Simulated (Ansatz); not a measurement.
# NbInSe3 (model cell, started as cubic perovskite with Nb in the octahedra): phonons and vibrational spectra

Aim: the vibrations of NbInSe3 (model cell, started as cubic perovskite with Nb in the octahedra), their spectra, and whether the structure is stable.

Method: DFT PBE, scalar-relativistic, plane waves, PAW; PAW set soft_1, in Ansatz 0.2.0.

Most raw output is cut from this account.

The structure was built from a prototype and need not be the compound's stable phase.

## (1) The starting structure

Symmetry: Pm-3m, No. 221, cubic system. Conventional cell: a = 5.135 Å, b = 5.135 Å, c = 5.135 Å, α = 90.00°, β = 90.00°, γ = 90.00°. Nearest to In lie 12 Se at 3.63 Å. Nb has 6 Se at 2.57 Å nearest. Nearest to Se lie 2 Nb at 2.57 Å. Farther neighbours and most contacts between anions are not listed.

## (2) Bringing the structure to rest

Harmonic phonons are second derivatives at a point where the forces vanish, and they are wanted at zero stress, so atoms and cell are relaxed first.

File input.yaml:

```yaml
crystal:
  lattice:
    - [5.1352, 0.0, 0.0]
    - [0.0, 5.1352, 0.0]
    - [0.0, 0.0, 5.1352]
  atoms:
    - { symbol: In, position: [0.0, 0.0, 0.0] }
    - { symbol: Nb, position: [0.5, 0.5, 0.5] }
    - { symbol: Se, position: [0.5, 0.5, 0.0] }
    - { symbol: Se, position: [0.5, 0.0, 0.5] }
    - { symbol: Se, position: [0.0, 0.5, 0.5] }
kpoints:
  mp_grid: { grid: [8, 8, 8] }
hamiltonian:
  xc: pbe
  pseudopotentials: { kind: paw, azcp: { folder: soft_1 } }
scf:
  occupations: { method: gaussian, width: 0.1 }
output:
  forces: true
  stress: true
  eigenvalues: true
  write_density: true
  write_potential: true
  elf: true
  volumetric_format: npy
relax:
  adjacent_minimum: "off"
  f_tol: 0.005
  max_steps: 80
  cell: { stress_tol: 0.05 }
```

Started as:

```sh
$ ansatz run input.yaml --threads 4 --pin off --max-ram 16384MiB --backend cpu --events-out ev --progress --plain --runs-dir out
```

Run time: 13 s. Hardware: 4 threads of Arm Neoverse V2, shared host; peak memory 0.65 GiB; 50 s of CPU time.

The steps of the relaxation:

| step | energy less that of the first step (eV) | largest force component (eV/Å) | pressure (GPa) | volume (Å³) |
| --- | --- | --- | --- | --- |
| 1 | 0.0000 | 0.0000 | -1.15 | 135.42 |
| 2 | -0.0083 | 0.0000 | 0.41 | 132.10 |
| 3 | -0.0093 | 0.0000 | -0.01 | 132.96 |
| 4* | -0.0090 | 0.0000 | -0.01 | 132.96 |

Relaxation steps marked * repeat the geometry before them on a plane-wave basis chosen anew for their cell, so energy and pressure can jump there.

The run keeps the 48 symmetry operations that it works with, so distortions that break them were not tested.

| conventional cell, symmetrised | before | after | change |
| --- | --- | --- | --- |
| a (Å) | 5.135 | 5.104 | -0.6 % |
| b (Å) | 5.135 | 5.104 | -0.6 % |
| c (Å) | 5.135 | 5.104 | -0.6 % |
| volume (Å³/atom) | 27.08 | 26.59 | -1.8 % |

The relaxed structure:

```cif
data_structure
_symmetry_space_group_name_H-M 'P 1'
_symmetry_Int_Tables_number 1
_cell_length_a 5.1040
_cell_length_b 5.1040
_cell_length_c 5.1040
_cell_angle_alpha 90.000
_cell_angle_beta 90.000
_cell_angle_gamma 90.000
_cell_volume 132.96
loop_
_atom_site_label
_atom_site_type_symbol
_atom_site_fract_x
_atom_site_fract_y
_atom_site_fract_z
_atom_site_occupancy
In1 In 0.00000 0.00000 0.00000 1
Nb2 Nb 0.50000 0.50000 0.50000 1
Se3 Se 0.50000 0.50000 0.00000 1
Se4 Se 0.50000 0.00000 0.50000 1
Se5 Se 0.00000 0.50000 0.50000 1
```

Numbers from this step:

```yaml
pressure: -0.01310 GPa
volume_per_atom: 26.59 Å³
gap_on_the_k_mesh: 0 eV
```

Valence density in the ac plane at fractional y = 0.500, with atoms of Nb and Se within 0.2 Å of it. It is the smooth field of the valence electrons, not physical close to the nuclei.

Ten steps, logarithmic in the rise over the least value, from '0' (0 e/Å³) to '9' (44 e/Å³), each cell a mean:
```
00001378521000
00001123210000
00000111100000
11000111100001
32111234310112
85211355421137
96212455531138
53211345421124
21100122210011
00000111100000
00000122110000
00001245310000
00001389621000
```
Columns run along a (5.1 Å), rows up along c (5.1 Å). Atoms in or near the plane, at fractional coordinates: Nb at (0.50, 0.50), Se at (0.50, 0.00), Se at (0.00, 0.50).

ELF in the ac plane at fractional y = 0.500, with atoms of Nb and Se within 0.2 Å of it. It is the smooth field of the valence electrons, not physical close to the nuclei.

Ten even steps from '0' (0.01) to '9' (0.78), each cell a mean:
```
00169953798400
10148999996200
64224788863135
99632233222589
99952488623899
37963886954895
16964862864883
68962699843897
99841245312699
87423455442358
31127999985112
00159976898300
00279831699500
```
Columns run along a (5.1 Å), rows up along c (5.1 Å). Atoms in or near the plane, at fractional coordinates: Nb at (0.50, 0.50), Se at (0.50, 0.00), Se at (0.00, 0.50).

Electrostatic potential energy in the ac plane at fractional y = 0.500, with atoms of Nb and Se within 0.2 Å of it. With pseudopotentials it is smooth inside the atoms' cores, unlike the true potential.

Values in eV, 13 rows by 14 columns, each cell a mean:
```
 13  13  12  10   2  -9   6  11  -2  -6   7  12  13  13
 12  13  12  11   7  -3 -10  -9  -8   2  10  12  13  12
 11  12  12  12  10   6   2   0   4   8  11  12  12  11
  3   6  10  10   8   3  -2  -4   0   6   9  10   8   5
 -9  -8   2   7   2 -13 -31 -36 -23  -5   5   6  -3  -9
 11  -3  -7   2  -6 -34 -55 -56 -48 -20   1   0  -9   6
 13   3  -8   1  -8 -39 -56 -56 -52 -24  -1  -2  -8  11
  1  -8  -3   5  -2 -24 -47 -51 -38 -13   3   3  -8  -4
 -6  -1   7   9   6  -3 -14 -18  -9   2   8   8   4  -4
  9  10  11  11   9   6   3   2   4   8  10  11  11   9
 12  12  12  12   9   3  -5  -7  -2   6  11  12  12  12
 13  13  12  11   5  -8  -4   1  -8  -3   9  12  13  13
 13  13  12  10   0  -7  11  13   3  -7   6  11  12  13
```
Columns run along a (5.1 Å; values clipped at the 3rd and 97th percentile), rows up along c (5.1 Å). Atoms in or near the plane, at fractional coordinates: Nb at (0.50, 0.50), Se at (0.50, 0.00), Se at (0.00, 0.50).

In this step the volume went from 27.08 to 26.59 Å³/atom.

## (3) Relaxing to small forces for the phonons

Phonons need a cell at rest on their own settings, so the relaxation is repeated with tight tolerances on forces and stress, using the mesh and the filling of the phonon run that follows.

input.yaml, the sections that differ from step 2:

```yaml
crystal:
  lattice:
    - [5.1040125666, 0.0, 0.0]
    - [0.0, 5.1040125666, 0.0]
    - [0.0, 0.0, 5.1040125666]
  atoms:
    - { symbol: In, position: [0.0, 0.0, 0.0] }
    - { symbol: Nb, position: [0.5, 0.5, 0.5] }
    - { symbol: Se, position: [0.5, 0.5, 0.0] }
    - { symbol: Se, position: [0.5, 0.0, 0.5] }
    - { symbol: Se, position: [0.0, 0.5, 0.5] }
scf:
  occupations: { method: methfessel_paxton, width: 0.2 }
relax:
  adjacent_minimum: "off"
  f_tol: 0.001
  max_steps: 60
  cell: { stress_tol: 0.01 }
# kpoints, hamiltonian, output: as in step 2
```

The job ended after 10 s (4 threads; peak memory 0.65 GiB).

Little changed from the start: no atom moved by 0.005 Å and no cell edge by 0.1 %.

This step gave:

```
pressure : 0.004698 GPa
```

Electrostatic potential energy in the ac plane at fractional y = 0.500, with atoms of Nb and Se within 0.2 Å of it. With pseudopotentials it is smooth inside the atoms' cores, unlike the true potential.

Values in eV, 14 rows by 14 columns, each cell a mean:
```
 13  13  12  10   2  -9   6  11  -2  -6   7  12  13  13
 12  13  12  11   7  -4  -9  -8  -8   1  10  12  13  13
 11  12  12  12  10   5  -1  -2   2   8  11  12  12  12
  6   8  10  11   9   5   1  -1   2   7  10  11  10   7
 -7  -3   5   8   4  -6 -20 -24 -14   0   7   8   1  -6
  3  -7  -4   4  -3 -26 -48 -52 -40 -14   2   2  -8  -2
 13   3  -8   1  -9 -39 -56 -56 -52 -24  -1  -2  -8  11
 11  -2  -7   2  -6 -34 -55 -56 -48 -20   1  -1  -9   6
 -7  -8   1   6   1 -15 -34 -39 -26  -6   5   5  -4  -9
  0   4   9  10   7   1  -6  -9  -3   4   9  10   7   2
 10  11  12  11  10   6   2   1   4   8  11  12  11  10
 12  12  12  12   9   1  -7  -8  -4   5  10  12  12  12
 13  13  12  11   4  -8  -2   3  -7  -3   8  12  13  13
 13  13  12  10   0  -7  11  13   3  -7   6  11  12  13
```
Columns run along a (5.1 Å; values clipped at the 3rd and 97th percentile), rows up along c (5.1 Å). Atoms in or near the plane, at fractional coordinates: Nb at (0.50, 0.50), Se at (0.50, 0.00), Se at (0.00, 0.50).

ELF in the ac plane at fractional y = 0.500, with atoms of Nb and Se within 0.2 Å of it. It is the smooth field of the valence electrons, not physical close to the nuclei.

Values, 14 rows by 14 columns, each cell a mean:
```
0.02 0.03 0.16 0.54 0.76 0.72 0.39 0.25 0.57 0.77 0.69 0.35 0.07 0.02
0.08 0.06 0.10 0.36 0.68 0.77 0.72 0.69 0.75 0.75 0.55 0.20 0.06 0.07
0.40 0.29 0.16 0.20 0.45 0.64 0.69 0.70 0.68 0.58 0.32 0.15 0.20 0.35
0.72 0.65 0.45 0.25 0.22 0.28 0.32 0.33 0.30 0.25 0.21 0.32 0.55 0.69
0.76 0.77 0.70 0.42 0.17 0.26 0.47 0.52 0.38 0.19 0.25 0.58 0.75 0.77
0.47 0.67 0.76 0.51 0.25 0.57 0.71 0.67 0.70 0.38 0.30 0.68 0.75 0.57
0.11 0.47 0.75 0.53 0.32 0.68 0.48 0.22 0.67 0.52 0.33 0.70 0.69 0.25
0.25 0.57 0.76 0.53 0.29 0.65 0.63 0.48 0.71 0.47 0.32 0.69 0.72 0.39
0.68 0.75 0.75 0.48 0.20 0.40 0.65 0.68 0.57 0.26 0.28 0.64 0.77 0.72
0.77 0.73 0.59 0.33 0.17 0.20 0.29 0.32 0.25 0.17 0.22 0.45 0.68 0.76
0.58 0.46 0.27 0.19 0.33 0.48 0.53 0.53 0.51 0.42 0.25 0.20 0.36 0.54
0.19 0.13 0.10 0.27 0.59 0.75 0.76 0.75 0.76 0.70 0.45 0.16 0.10 0.16
0.03 0.04 0.13 0.46 0.73 0.75 0.57 0.47 0.67 0.77 0.65 0.29 0.06 0.03
0.01 0.03 0.19 0.58 0.77 0.68 0.25 0.11 0.47 0.76 0.72 0.40 0.08 0.02
```
Columns run along a (5.1 Å), rows up along c (5.1 Å). Atoms in or near the plane, at fractional coordinates: Nb at (0.50, 0.50), Se at (0.50, 0.00), Se at (0.00, 0.50).

Valence density in the ac plane at fractional y = 0.500, with atoms of Nb and Se within 0.2 Å of it. It is the smooth field of the valence electrons, not physical close to the nuclei.

Ten steps, logarithmic in the rise over the least value, from '_' (0 e/Å³) to '@' (45 e/Å³), each cell a mean:
```
________..--##%%++::..______
________..::----::..________
__________..........________
..__________......________..
::....____..::--::..__....::
**==::....--==++==::....::++
@@**::..::==++++++--....--%%
%%++::....--++++==::....--##
--::......::--==--..__..::--
....______....::..______....
__________........__________
__________..::::::..________
________..::++**==..________
________..--%%@@**::..______
```
Columns run along a (5.1 Å), rows up along c (5.1 Å). Atoms in or near the plane, at fractional coordinates: Nb at (0.50, 0.50), Se at (0.50, 0.00), Se at (0.00, 0.50).

The forces vanish by symmetry and the pressure is 0.005 GPa, within the tolerances set. The cell now holds 26.59 Å³/atom.

## (4) Modes at Γ

The zone centre comes first: it holds the modes that light can see, as far as symmetry allows. No field response is asked, since the mesh shows no gap.

input.yaml, the sections that differ from step 3:

```yaml
crystal:
  lattice:
    - [5.1035173521, 0.0, 0.0]
    - [0.0, 5.1035173521, 0.0]
    - [0.0, 0.0, 5.1035173521]
  atoms:
    - { symbol: In, position: [0.0, 0.0, 0.0] }
    - { symbol: Nb, position: [0.5, 0.5, 0.5] }
    - { symbol: Se, position: [0.5, 0.5, 0.0] }
    - { symbol: Se, position: [0.5, 0.0, 0.5] }
    - { symbol: Se, position: [0.0, 0.5, 0.5] }
output:
  eigenvalues: true
phonons:
  method: dfpt
# kpoints, hamiltonian, scf: as in step 3
# relax: removed
```

Elapsed: 89 s, on 4 threads; peak memory 2.5 GiB; 5.7 min of CPU time.

This step gave:

```
sum-rule residual before enforcement                    : 4.37e-5 eV/Å²
point group                                             : m-3m
highest optical mode at the zone centre (no LO-TO term) : 198.4 cm⁻¹
lowest optical zone-centre mode                         : -32.66 cm⁻¹
```

Patterns of degenerate modes are one choice out of their space. Modes at Γ, with each element's share of the kinetic energy (negative means imaginary):

| mode | frequency (cm⁻¹) | symmetry | In % | Nb % | Se % |
| --- | --- | --- | --- | --- | --- |
| 1 | -32.7 | T1u | 69 | 0 | 30 |
| 2 | -32.7 | T1u | 69 | 0 | 30 |
| 3 | -32.7 | T1u | 69 | 0 | 30 |
| 4 | 0.0 | acoustic | 26 | 21 | 53 |
| 5 | 0.0 | acoustic | 26 | 21 | 53 |
| 6 | 0.0 | acoustic | 26 | 21 | 53 |
| 7 | 46.2 | T1u | 5 | 66 | 29 |
| 8 | 46.2 | T1u | 5 | 66 | 29 |
| 9 | 46.2 | T1u | 5 | 66 | 29 |
| 10 | 54.5 | T2u | 0 | 0 | 100 |
| 11 | 54.5 | T2u | 0 | 0 | 100 |
| 12 | 54.5 | T2u | 0 | 0 | 100 |
| 13 | 198.4 | T1u | 0 | 13 | 87 |
| 14 | 198.4 | T1u | 0 | 13 | 87 |
| 15 | 198.4 | T1u | 0 | 13 | 87 |

Displacements in mode 3 (-32.7 cm⁻¹), the largest set to 1:
```
In1 -0.01 -0.03  1.00
Nb2  0.00  0.00 -0.08
Se3  0.00  0.02 -0.32
Se4  0.00  0.01 -0.52
Se5  0.00  0.02 -0.52
```

Displacements in mode 13 (198.4 cm⁻¹), the largest set to 1:
```
In1  0.00  0.00  0.00
Nb2  0.00  0.08 -0.38
Se3  0.00  0.06  1.00
Se4  0.00 -0.21 -0.28
Se5  0.00  0.06 -0.28
```

Before it was imposed, the acoustic sum rule was missed by 4.4e-5 eV/Å². Small misses are needed for a sound result but don't prove that mesh and cutoff are converged. The lowest optical mode is imaginary, 32.7i cm⁻¹, so the energy falls along it.

## (5) Phonons on a q mesh

Stability and thermal properties need the whole zone. Linear response on a 2×2×2 q mesh gives force constants as far as a supercell of that size would.

Edit input.yaml of step 4 so:

```diff
@@ -22 +22,8 @@
   method: dfpt
+  qmesh: [2, 2, 2]
+  temperatures: { t_max: 1000, t_step: 50 }
+  qpath:
+    path:
+      - [[0.0, 0.0, 0.0], [0.0, 0.5, 0.0], [0.5, 0.5, 0.0], [0.0, 0.0, 0.0], [0.5, 0.5, 0.5], [0.0, 0.5, 0.0]]
+      - [[0.5, 0.5, 0.5], [0.5, 0.5, 0.0]]
+    npoints: 10
```

Run time: 7.2 min. Hardware: 4 threads; peak memory 2.1 GiB; 28 min of CPU time.

Numbers from this step:

| Property | Result |
| --- | --- |
| sum-rule residual before enforcement | 4.63e-5 eV/Å² |
| lowest frequency on the path | -138.6 cm⁻¹ |
| highest frequency on the path or at a solved wavevector | 270.4 cm⁻¹ |
| lowest mode on the q mesh (acoustic modes at Γ apart) | -138.6 cm⁻¹ |

Frequencies (cm⁻¹) solved at each irreducible wavevector; negative means imaginary. Frequencies by wavevector, by row:

| q in reciprocal lattice units | star | mode 1 | mode 2 | mode 3 | mode 4 | mode 13 | mode 14 | mode 15 |
| --- | --- | --- | --- | --- | --- | --- | --- | --- |
| 0 0 0 | 1 | -32.7 | -32.7 | -32.7 | 0 | 198.4 | 198.4 | 198.4 |
| 0 0 -0.5 | 3 | -22.7 | -22.7 | -19.6 | -19.6 | 193 | 193 | 231.2 |
| 0 -0.5 -0.5 | 3 | -61.8 | -47.1 | -28.3 | -28.3 | 174.8 | 184.4 | 251.8 |
| -0.5 -0.5 -0.5 | 1 | -138.6 | -138.6 | -61.4 | -61.4 | 173.3 | 173.3 | 270.3 |

Interpolated from a 2×2×2 q mesh. Phonon branches along the path, in cm⁻¹:

| point | branch 1 | branch 2 | branch 3 | branch 4 | branch 12 | branch 13 | branch 14 | branch 15 |
| --- | --- | --- | --- | --- | --- | --- | --- | --- |
| Γ | -33 | -33 | -33 | 0 | 54 | 198 | 198 | 198 |
| halfway | -27 | -27 | -18 | 12 | 126 | 196 | 196 | 214 |
| X | -23 | -23 | -20 | -20 | 174 | 193 | 193 | 231 |
| halfway | -35 | -32 | -28 | -25 | 150 | 174 | 189 | 247 |
| M | -62 | -47 | -28 | -28 | 175 | 175 | 184 | 252 |
| halfway | -27 | -24 | -23 | -21 | 126 | 170 | 193 | 235 |
| Γ | -33 | -33 | -33 | 0 | 54 | 198 | 198 | 198 |
| halfway | -33 | -33 | -28 | -23 | 127 | 159 | 159 | 254 |
| R | -139 | -139 | -61 | -61 | 173 | 173 | 173 | 270 |
| halfway | -36 | -36 | -33 | -30 | 135 | 149 | 174 | 263 |
| X | -23 | -23 | -20 | -20 | 174 | 193 | 193 | 231 |
| jump to R | -139 | -139 | -61 | -61 | 173 | 173 | 173 | 270 |
| halfway | -97 | -62 | -33 | -33 | 134 | 174 | 174 | 268 |
| M | -62 | -47 | -28 | -28 | 175 | 175 | 184 | 252 |

Tetrahedra on a 12×12×12 mesh, mean over bins of 5 cm-1. Interpolated from a 2×2×2 q mesh. Table of phonon density of states by wavenumber; read off at these points:

| wavenumber (cm⁻¹) | phonon density of states (1/cm⁻¹/cell) |
| --- | --- |
| -138 | 6.0e-5 |
| -122 | 0.00147 |
| -108 | 0.00202 |
| -98 | 0.00242 |
| -82 | 0.00338 |
| -68 | 0.00507 |
| -52 | 0.0266 |
| -38 | 0.0476 |
| -28 | 0.246 |
| -22 | 0.194 |
| -12 | 0.028 |
| 2 | 0.0260 |
| 18 | 0.0397 |
| 32 | 0.0336 |
| 48 | 0.0491 |
| 62 | 0.0762 |
| 68 | 0.0857 |
| 72 | 0.0677 |
| 88 | 0.0599 |
| 102 | 0.0905 |
| 118 | 0.0112 |
| 132 | 0.00764 |
| 148 | 0.0317 |
| 158 | 0.041 |
| 172 | 0.103 |
| 188 | 0.0448 |
| 202 | 0.0013 |
| 218 | 0.00492 |
| 232 | 0.0135 |
| 242 | 0.0202 |
| 252 | 0.0292 |
| 258 | 0.0219 |
| 272 | 0.00325 |

The partial phonon density of states has structure finer than the step of the table below, so its rows give means over 10 cm⁻¹, whole bins alone (the curve runs from -142 to 288 cm⁻¹). Peaks (cm⁻¹: height): In -25.7: 0.209; Nb -31.1: 0.0125, 58.3: 0.0148, 90.8: 0.0185, 161.2: 0.0530, 172.0: 0.0736; Se -52.8: 0.0369, -39.2: 0.0380, 23.1: 0.0377, 50.1: 0.0650, 66.4: 0.0698, 104.3: 0.0720, 188.3: 0.0362.

Phonopy on the run's constants, 11x11x11 mesh, Gaussian sigma 3.1 cm-1. Interpolated from a 2×2×2 q mesh. The partial phonon density of states by wavenumber; means over each step; values in 1/cm⁻¹/cell:

| wavenumber (cm⁻¹) | In | Nb | Se |
| --- | --- | --- | --- |
| -130 | 0 | 0 | 0.00111 |
| -120 | 0 | 0 | 0.00159 |
| -110 | 0 | 1.7e-5 | 0.00186 |
| -100 | 0 | 2.1e-5 | 0.00346 |
| -90 | 0 | 2.8e-5 | 0.00190 |
| -80 | 1.9e-5 | 5.2e-5 | 0.00311 |
| -70 | 1.9e-5 | 3.7e-5 | 0.00382 |
| -60 | 4.0e-5 | 9.4e-5 | 0.0181 |
| -50 | 3.1e-4 | 0.00138 | 0.0287 |
| -40 | 0.00865 | 0.00507 | 0.0318 |
| -30 | 0.128 | 0.0111 | 0.0226 |
| -20 | 0.134 | 0.00723 | 0.0146 |
| -10 | 0.0111 | 0.00357 | 0.00974 |
| 0 | 6.0e-4 | 6.1e-4 | 0.00340 |
| 10 | 0.00178 | 0.00556 | 0.0162 |
| 20 | 0.00261 | 0.00715 | 0.0334 |
| 30 | 0.00255 | 0.00624 | 0.0295 |
| 40 | 0.00227 | 0.00706 | 0.0394 |
| 50 | 0.00145 | 0.0116 | 0.0601 |
| 60 | 0.00154 | 0.0141 | 0.0569 |
| 70 | 6.3e-4 | 0.00765 | 0.0659 |
| 80 | 4.1e-4 | 0.00794 | 0.0480 |
| 90 | 0.00130 | 0.0146 | 0.0518 |
| 100 | 6.7e-4 | 0.0108 | 0.0659 |
| 110 | 3.8e-4 | 0.00388 | 0.0600 |
| 120 | 9.2e-5 | 0.00188 | 0.0112 |
| 130 | 1.6e-4 | 0.0122 | 0.00206 |
| 140 | 2.6e-4 | 0.0197 | 0.00780 |
| 150 | 1.7e-4 | 0.0166 | 0.00871 |
| 160 | 3.9e-4 | 0.0413 | 0.0128 |
| 170 | 5.1e-4 | 0.0544 | 0.0172 |
| 180 | 1.5e-4 | 0.0188 | 0.0267 |
| 190 | 3.0e-7 | 0.00506 | 0.0336 |
| 200 | 0 | 0.00146 | 0.0106 |
| 210 | 0 | 3.1e-4 | 0.00301 |
| 220 | 0 | 4.1e-4 | 0.00554 |
| 230 | 0 | 4.8e-4 | 0.0107 |
| 240 | 0 | 5.3e-4 | 0.0178 |
| 250 | 0 | 4.8e-4 | 0.0247 |
| 260 | 0 | 2.9e-4 | 0.0212 |
| 270 | 0 | 1.1e-4 | 0.0129 |
| 280 | 0 | 1.4e-6 | 4.0e-4 |

Symmetry leaves 4 wavevectors to solve. The lowest mode among them, the acoustic zeros apart, lies at q = (-0.5, -0.5, -0.5) and is imaginary, 138.6i cm⁻¹, so the energy falls along it.

## (6) Results

```json
{"space group after relaxation (within 0.01 Å)": "Pm-3m", "volume per atom": "26.6 Å³", "electronic character": "no gap on this mesh", "highest optical mode at the zone centre (no LO-TO term)": "198 cm⁻¹", "lowest optical zone-centre mode": "-32.7 cm⁻¹", "lowest mode on the q mesh (acoustic modes at Γ apart)": "-139 cm⁻¹", "highest frequency on the path or at a solved wavevector": "270 cm⁻¹", "imaginary modes on the 2×2×2 q mesh": "yes"}
```

**Reading.** Modes are clearly imaginary (beyond 10i cm⁻¹) at 4 of the 4 irreducible wavevectors, most at q = (-0.5, -0.5, -0.5) (138.6i cm⁻¹), so this structure is not a minimum of the energy. The optical modes at Γ span -33 to 198 cm⁻¹ (negative means imaginary). The highest mode in this list at Γ, 198.4 cm⁻¹, is mostly motion of Se (87 % of the kinetic energy). With no gap, or one that is small against the smearing, the frequencies hang on the k mesh and the smearing, most of all near Kohn anomalies. The starting cell was built on a prototype and not taken from a measurement, so the phase need not exist. These are harmonic frequencies at zero temperature: anharmonic shifts, linewidths and thermal expansion are left out.

[Logs are printed without paths, hosts, clocks, repeated set-up lines and the standing remarks that a program may print on its own settings, such as how far it seeks lower states.]

[Hosts, paths, dates, database ids (printed as entryN), source tags and the programs' standing remarks are cut or masked in the printed files.]
